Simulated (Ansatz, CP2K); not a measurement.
## Running H-capped GaAs nanowire along [112] (60 atoms) with CP2K

Aim: run H-capped GaAs nanowire along [112] (60 atoms) in CP2K and see how near its forces come to a plane-wave reference, and at what cost.

Program: CP2K 2026.2. Level of theory: the method is named at each step. Results are calculated unless marked as measured.

### Step 1. Set-up

The cell holds 60 atoms: 18 Ga, 18 As and 24 H. Cell: a = 21.541 Å, b = 19.423 Å, c = 6.923 Å, α = 90.0°, β = 90.0°, γ = 90.0°. It derives from GaAs (zinc-blende). Square section of size parameter 5.53 Å cut from zinc-blende GaAs (a = 5.653 Å) along [112], 1 period, broken bonds capped with H, 9 Å of vacuum. Then every atom was moved at random, 0.05 Å r.m.s. a Cartesian component (hydrogen 0.6 of that). Regions: wire, 36 atoms (18 Ga and 18 As); hydrogen, 24 atoms (24 H). Vacuum lies along a and b. The structure's axis is c.

The yardstick, on the same geometry:

| Quantity | Value |
| --- | --- |
| method | Kohn-Sham DFT, PBE, PAW, plane waves (Ansatz 0.2.0); cutoff 420 eV, Γ point, fermi-dirac smearing of 0.05 eV; PAW set soft_2 |
| r.m.s. force component | 0.9422 eV/Å |
| longest force | 4.089 eV/Å |
| gap (highest filled to lowest empty level) | 0.977 eV |
| SCF cycles | 11 |
| time | 37 s on 4 threads of Arm Neoverse V1, shared host |
| CPU time | 2.3 min |

### Step 2. PBE, DZVP-MOLOPT-SR, 800/60 Ry, diagonalisation

Method: Kohn-Sham DFT, PBE, GTH-PBE pseudopotentials, Gaussian and plane waves, DZVP-MOLOPT-SR-GTH, diagonalisation.

input.inp

```
&GLOBAL
  PROJECT cell
  RUN_TYPE ENERGY_FORCE
  PRINT_LEVEL LOW
&END GLOBAL
&FORCE_EVAL
  METHOD QS
  &DFT
    BASIS_SET_FILE_NAME BASIS_MOLOPT
    POTENTIAL_FILE_NAME GTH_POTENTIALS
    &MGRID
      CUTOFF 800
      REL_CUTOFF 60
      NGRIDS 5
    &END MGRID
    &QS
      EPS_DEFAULT 1.0E-12
    &END QS
    &SCF
      SCF_GUESS ATOMIC
      EPS_SCF 1.0E-06
      MAX_SCF 200
      ADDED_MOS 32
      &DIAGONALIZATION
        ALGORITHM STANDARD
      &END DIAGONALIZATION
      &SMEAR ON
        METHOD FERMI_DIRAC
        ELECTRONIC_TEMPERATURE [K] 580
      &END SMEAR
      &MIXING
        METHOD BROYDEN_MIXING
        ALPHA 0.15
        NBROYDEN 8
      &END MIXING
      &PRINT
        &RESTART OFF
        &END RESTART
      &END PRINT
    &END SCF
    &XC
      &XC_FUNCTIONAL PBE
      &END XC_FUNCTIONAL
    &END XC
    &PRINT
      &MULLIKEN ON
      &END MULLIKEN
      &HIRSHFELD ON
        SHAPE_FUNCTION DENSITY
      &END HIRSHFELD
      &MO ON
        EIGENVALUES T
        OCCUPATION_NUMBERS T
        MO_INDEX_RANGE 163 186
        &EACH
          QS_SCF 0
        &END EACH
        ADD_LAST NUMERIC
      &END MO
    &END PRINT
  &END DFT
  &SUBSYS
    &CELL
      A 21.54066 0.00000 0.00000
      B 0.00000 19.42346 0.00000
      C 0.00000 0.00000 6.92348
    &END CELL
    &TOPOLOGY
      COORD_FILE_NAME structure.xyz
      COORD_FILE_FORMAT XYZ
    &END TOPOLOGY
    &KIND Ga
      BASIS_SET DZVP-MOLOPT-SR-GTH-q13
      POTENTIAL GTH-PBE-q13
    &END KIND
    &KIND As
      BASIS_SET DZVP-MOLOPT-SR-GTH-q5
      POTENTIAL GTH-PBE-q5
    &END KIND
    &KIND H
      BASIS_SET DZVP-MOLOPT-SR-GTH-q1
      POTENTIAL GTH-PBE-q1
    &END KIND
  &END SUBSYS
  &PRINT
    &FORCES ON
    &END FORCES
  &END PRINT
&END FORCE_EVAL
```

structure.xyz

```xyz
60

Ga 7.74193 12.59068 1.12638
As 7.82421 13.32177 3.47898
Ga 5.75696 6.19492 0.01855
As 5.73994 6.86386 2.34547
Ga 5.81749 9.45612 2.31867
As 5.80736 10.18877 4.64946
Ga 5.87069 12.59922 4.61035
As 5.82804 13.30818 0.02548
Ga 7.77941 6.01098 3.40033
As 7.74494 6.81356 5.77397
Ga 7.77855 9.31491 5.71416
As 7.79944 10.07242 1.06573
Ga 11.79006 12.58718 1.20185
As 11.86826 13.35848 3.44969
Ga 9.72712 6.13781 0.00942
As 9.71764 6.84444 2.26329
Ga 9.73810 9.35706 2.35751
As 9.74930 10.11011 4.64496
Ga 9.71871 12.62292 4.62212
As 9.91237 13.47211 6.83271
Ga 11.76055 6.03992 3.48881
As 11.84736 6.88601 5.72849
Ga 11.74612 9.35104 5.81496
As 11.82001 10.03397 1.13206
Ga 15.78952 12.56368 1.11246
As 15.86577 13.29380 3.50930
Ga 13.66152 6.09295 6.87086
As 13.83233 6.89416 2.36977
Ga 13.90687 9.38600 2.31736
As 13.76362 10.15245 4.61332
Ga 13.72614 12.52541 4.72167
As 13.72635 13.36761 6.88803
Ga 15.85780 6.26368 3.58650
As 15.76216 6.95166 5.72953
Ga 15.79490 9.29199 5.75473
As 15.76432 10.13458 1.07300
H 7.78759 14.94713 3.44035
H 4.51902 6.60106 6.20288
H 5.84161 4.54431 0.03192
H 4.52074 6.35341 2.99323
H 4.50588 9.85896 1.58305
H 4.57868 9.67949 5.30581
H 4.43091 13.12288 3.86988
H 4.58385 12.89718 0.77065
H 5.78841 14.92033 0.02382
H 7.86406 4.51731 3.43079
H 11.79093 14.96947 3.48230
H 9.83568 4.48721 6.91579
H 9.80272 14.89352 6.84864
H 11.74548 4.48235 3.50238
H 17.00269 13.07296 0.43265
H 15.76561 14.95975 3.47808
H 17.03845 12.90106 4.16752
H 13.74423 4.46079 0.08467
H 13.79248 14.90343 0.00291
H 15.75484 4.45166 3.52204
H 17.09187 6.52745 2.76018
H 16.99795 6.41673 6.51001
H 16.99687 9.80127 5.03503
H 16.97232 9.63812 1.79484
```

Command:

```sh
OMP_NUM_THREADS=1 cp2k.psmp -i input.inp > output.txt
```

Numbers of over 12 decimals in the logs are rounded to 6 here.

The program printed:

```text
CP2K| version string:                                       CP2K version 2026.2
 CP2K| Input file name                                                 input.inp
 GLOBAL| Basis set file name                                        BASIS_MOLOPT
 GLOBAL| Potential file name                                      GTH_POTENTIALS
 GLOBAL| Run type                                                   ENERGY_FORCE
 GLOBAL| Total number of message passing processes                             1
 GLOBAL| Number of threads for this process                                    1
 TOTAL NUMBERS AND MAXIMUM NUMBERS
  Total number of            - Atomic kinds:                                   3
                             - Atoms:                                         60
                             - Shell sets:                                    60
                             - Shells:                                       288
                             - Primitive Cartesian functions:                300
                             - Cartesian basis functions:                    912
                             - Spherical basis functions:                    804
  Maximum angular momentum of- Orbital basis functions:                        3
                             - Local part of the GTH pseudopotential:          2
                             - Non-local part of the GTH pseudopotential:      4
 SCF PARAMETERS         Density guess:                                    ATOMIC
                        max_scf:                                             200
                        eps_scf:                                        1.00E-06
                        added MOs                                        32    0
                        Mixing method:                            BROYDEN_MIXING
                                                charge density mixing in g-space
                        Smear method:                                FERMI_DIRAC
                        Electronic temperature [K]:                        580.0
                        Electronic temperature [a.u.]:                  1.84E-03
                        Accuracy threshold:                             1.00E-10
 Extrapolation method: initial_guess
 Number of electrons:                                                        348
 Number of occupied orbitals:                                                174
 Number of molecular orbitals:                                               206
 Number of orbital functions:                                                804
 Number of independent orbital functions:                                    804
 SCF WAVEFUNCTION OPTIMIZATION
  Step     Update method      Time    Convergence         Total energy    Change
     1 NoMix/Diag. 0.15E+00   17.3     1.21740937     -1468.7040696128 -1.47E+03
     2 Broy./Diag. 0.15E+00   20.2     0.04398254     -1471.7035951684 -3.00E+00
     3 Broy./Diag. 0.15E+00   20.5     0.16272088     -1470.1494829534  1.55E+00
     4 Broy./Diag. 0.15E+00   21.0     0.01496496     -1470.1297414478  1.97E-02
[...]
28 Broy./Diag. 0.15E+00   21.8     0.00000603     -1470.0823975719 -2.66E-06
    29 Broy./Diag. 0.15E+00   22.5     0.00000086     -1470.0823707869  2.68E-05
  *** SCF run converged in    29 steps ***
  Electronic density on regular grids:       -347.9999999997        0.0000000003
  Core density on regular grids:              347.9999999995       -0.0000000005
  Total charge density on r-space grids:       -0.0000000001
  Total charge density g-space grids:          -0.0000000001
  Overlap energy of the core charge distribution:               1.29768e-05
  Self energy of the core charge distribution:              -2029.262392
  Core Hamiltonian energy:                                    593.163082
  Hartree energy:                                             186.504088
  Exchange-correlation energy:                               -220.487157
  Electronic entropic energy:                                  -5.15176e-06
  Fermi energy:                                                -0.053505
  Total energy:                                             -1470.082371
  Total energy (extrapolated to T->0):                      -1470.082368
 MO| EIGENVALUES AND OCCUPATION NUMBERS
 MO|
 MO|  Index      Eigenvalue [a.u.]        Eigenvalue [eV]             Occupation
 MO|    163              -0.125404              -3.412406               2.000000
 MO|    164              -0.122669              -3.337994               2.000000
 MO|    165              -0.121321              -3.301303               2.000000
[...]
MO|    185               0.025481               0.693376               0.000000
 MO|    186               0.028299               0.770049               0.000000
 MO| Sum:                                                             348.000000
 MO| E(Fermi):           -0.053505 a.u.         -1.455951 eV
 !-----------------------------------------------------------------------------!
                     Mulliken Population Analysis
 #  Atom  Element  Kind  Atomic population                           Net charge
       1     Ga       1         12.742506                              0.257494
       2     As       2          5.293825                             -0.293825
       3     Ga       1         13.281525                             -0.281525
[...]
59     H        3          0.929412                              0.070588
      60     H        3          0.884793                              0.115207
 # Total charge                            348.000000                  0.000000
 !-----------------------------------------------------------------------------!
 !-----------------------------------------------------------------------------!
                           Hirshfeld Charges
  #Atom  Element  Kind  Ref Charge     Population                    Net charge
      1       Ga     1      13.000         12.853                         0.147
      2       As     2       5.000          5.029                        -0.029
      3       Ga     1      13.000         12.889                         0.111
[...]
59       H      3       1.000          1.122                        -0.122
     60       H      3       1.000          0.992                         0.008
  Total Charge                                                           -0.000
 !-----------------------------------------------------------------------------!
 ENERGY| Total FORCE_EVAL ( QS ) energy [hartree]          -1470.082368
 FORCES| Atomic forces [hartree/bohr]
 FORCES|   Atom     x               y               z               |f|
 FORCES|      1  3.51443130E-02 -2.01444846E-02  8.56007842E-03   4.14028736E-02
 FORCES|      2 -4.96801614E-03  4.26103097E-02 -2.07281036E-02   4.76442437E-02
 FORCES|      3 -6.54859598E-03 -4.39515613E-02  4.68506330E-03   4.46830356E-02
[...]
FORCES|     59  1.98693212E-02  1.49877747E-02 -1.32797556E-02   2.82094882E-02
 FORCES|     60  8.17073212E-03 -2.09639008E-03  6.97378765E-03   1.09448357E-02
 FORCES| Sum    -1.64419805E-03 -2.54622904E-03 -1.50825981E-04
 FORCES| Total atomic force                                       3.03470230E-03
```

Run time: 11 min. Hardware: 1 thread of Arm Neoverse V1, shared host; peak memory 10 GiB.

Banners, paths, timers and routine set-up lines are dropped from the logs unmarked, and long logs keep their key lines alone; longer cuts are marked.

Compared with the plane-wave run:

* r.m.s. force component: 1.003 eV/Å
* r.m.s. difference of force components: 71.41 meV/Å
* longest difference of force vectors: 407.6 meV/Å
* force difference over r.m.s. force: 7.579 %
* slope of forces against the reference's: 1.064
* correlation of force components: 0.9993
* gap (highest filled to lowest empty level): 0.9634 eV
* gap difference: -0.0136 eV

Length of the force difference by element (eV/Å):

```tsv
element	atoms	mean	most
As	18	0.097	0.31
Ga	18	0.13	0.41
H	24	0.078	0.24
```

Levels nearest the highest filled one (eV from it): -1.47, -1.40, -1.36, -1.30, -1.20, -1.10, -0.86, -0.71, -0.49, -0.29, -0.22, 0.00, 0.96, 1.60, 1.70, 2.13, 2.14, 2.29, 2.37, 2.46, 2.49, 2.59, 2.63, 2.71.

The surroundings of As26, which bears the longest force, nearest first, numbered as they follow in the input and with coordinates relative to it.

```tsv
atom	x	y	z	distance (Å)	bonds	Hirshfeld charge (e)	Fx	Fy	Fz (eV/Å)
As26	0.00	0.00	0.00	0.00	4	0.07	-3.28	2.48	-1.57
H53	1.17	-0.39	0.66	1.40	1	0.01	2.41	-0.41	1.37
H52	-0.10	1.67	-0.03	1.67	1	0.02	0.58	-1.96	0.24
Ga25	-0.08	-0.73	-2.40	2.51	4	0.16	-0.20	-0.27	0.40
Ga31	-2.14	-0.77	1.21	2.58	4	0.14	1.11	-0.20	-0.69
H51	1.14	-0.22	-3.08	3.29	1	-0.12	1.13	0.73	-0.75
As30	-2.10	-3.14	1.10	3.94	4	-0.13	-0.14	-0.09	0.21
H59	1.13	-3.49	1.53	3.98	1	-0.12	1.02	0.77	-0.68
As36	-0.10	-3.16	-2.44	3.99	4	-0.03	0.22	0.74	-0.10
As14	-4.00	0.06	-0.06	4.00	4	-0.04	-1.00	1.68	0.19
As32	-2.14	0.07	3.38	4.00	4	-0.04	0.60	0.74	1.15
H51	1.14	-0.22	3.85	4.02	1	-0.12	1.13	0.73	-0.75
```

Forces lie 7.6 % from the reference's, at 4.7 times its CPU time (on 1 against 4 cores).

### Step 3. PBE, DZVP-UZH, 800/60 Ry, diagonalisation

Method: Kohn-Sham DFT, PBE, GTH-PBE pseudopotentials, Gaussian and plane waves, DZVP-MOLOPT (UZH set), diagonalisation.

Changes to input.inp since step 2:

```diff
@@ -8,4 +8,4 @@
   &DFT
-    BASIS_SET_FILE_NAME BASIS_MOLOPT
-    POTENTIAL_FILE_NAME GTH_POTENTIALS
+    BASIS_SET_FILE_NAME BASIS_MOLOPT_UZH
+    POTENTIAL_FILE_NAME POTENTIAL_UZH
     &MGRID
@@ -72,3 +72,3 @@
     &KIND Ga
-      BASIS_SET DZVP-MOLOPT-SR-GTH-q13
+      BASIS_SET DZVP-MOLOPT-PBE-GTH-q13
       POTENTIAL GTH-PBE-q13
@@ -76,3 +76,3 @@
     &KIND As
-      BASIS_SET DZVP-MOLOPT-SR-GTH-q5
+      BASIS_SET DZVP-MOLOPT-PBE-GTH-q5
       POTENTIAL GTH-PBE-q5
@@ -80,3 +80,3 @@
     &KIND H
-      BASIS_SET DZVP-MOLOPT-SR-GTH-q1
+      BASIS_SET DZVP-MOLOPT-PBE-GTH-q1
       POTENTIAL GTH-PBE-q1
```

structure.xyz is that of step 2.

The program printed:

```text
CP2K| version string:                                       CP2K version 2026.2
 CP2K| Input file name                                                 input.inp
 GLOBAL| Basis set file name                                    BASIS_MOLOPT_UZH
 GLOBAL| Potential file name                                       POTENTIAL_UZH
 GLOBAL| Run type                                                   ENERGY_FORCE
 GLOBAL| Total number of message passing processes                             1
 GLOBAL| Number of threads for this process                                    1
[... lines left out ...]
                        Smear method:                                FERMI_DIRAC
[... lines left out ...]
 Number of electrons:                                                        348
[... lines left out ...]
  Step     Update method      Time    Convergence         Total energy    Change
[... lines left out ...]
  *** SCF run converged in    50 steps ***
[... lines left out ...]
  Fermi energy:                                                -0.059159
  Total energy:                                             -1470.260032
  Total energy (extrapolated to T->0):                      -1470.260029
[... lines left out ...]
 MO| E(Fermi):           -0.059159 a.u.         -1.609811 eV
[... lines left out ...]
                           Hirshfeld Charges
  #Atom  Element  Kind  Ref Charge     Population                    Net charge
      1       Ga     1      13.000         12.854                         0.146
      2       As     2       5.000          5.022                        -0.022
      3       Ga     1      13.000         12.885                         0.115
[...]
59       H      3       1.000          1.124                        -0.124
     60       H      3       1.000          0.995                         0.005
  Total Charge                                                           -0.000
 !-----------------------------------------------------------------------------!
 ENERGY| Total FORCE_EVAL ( QS ) energy [hartree]          -1470.260013
 FORCES| Atomic forces [hartree/bohr]
 FORCES|   Atom     x               y               z               |f|
 FORCES|      1  3.45559704E-02 -1.97332831E-02  8.46184981E-03   4.06831717E-02
 FORCES|      2 -4.82362103E-03  3.98668025E-02 -2.03528954E-02   4.50207687E-02
 FORCES|      3 -5.92210488E-03 -4.11911359E-02  5.41834953E-03   4.19659328E-02
[...]
FORCES|     59  2.03965428E-02  1.53423149E-02 -1.36643305E-02   2.89502939E-02
 FORCES|     60  8.32081143E-03 -2.02269316E-03  6.79426611E-03   1.09311135E-02
 FORCES| Sum    -1.45432498E-03 -2.58535642E-03 -5.00845230E-05
 FORCES| Total atomic force                                       2.96675537E-03
```

It took 19 min on 1 thread; peak memory 10 GiB.

Against the reference:

| Property | Result |
| --- | --- |
| r.m.s. force component | 0.9657 eV/Å |
| r.m.s. difference of force components | 35.54 meV/Å |
| longest difference of force vectors | 130.7 meV/Å |
| force difference over r.m.s. force | 3.772 % |
| slope of forces against the reference's | 1.024 |
| correlation of force components | 0.9996 |
| gap (highest filled to lowest empty level) | 0.9456 eV |
| gap difference | -0.0314 eV |

Against the first run (7.6 %), the force difference from the reference is 3.8 %, at 1.8 times the CPU time (50 SCF steps against 29), with 804 basis functions against 804; this set comes with other potentials too, so the change isn't the basis's alone.

[end of part 1 of 2]

[Also dropped from logs without a mark: logging warnings of Python, and SIESTA's first energy breakdown and zero terms.]

[Logs are printed without paths, hosts, clocks, repeated set-up lines and the standing remarks that a program may print on its own settings, such as how far it seeks lower states.]

[Hosts, paths, dates, database ids (printed as entryN), source tags and the programs' standing remarks are cut or masked in the printed files.]
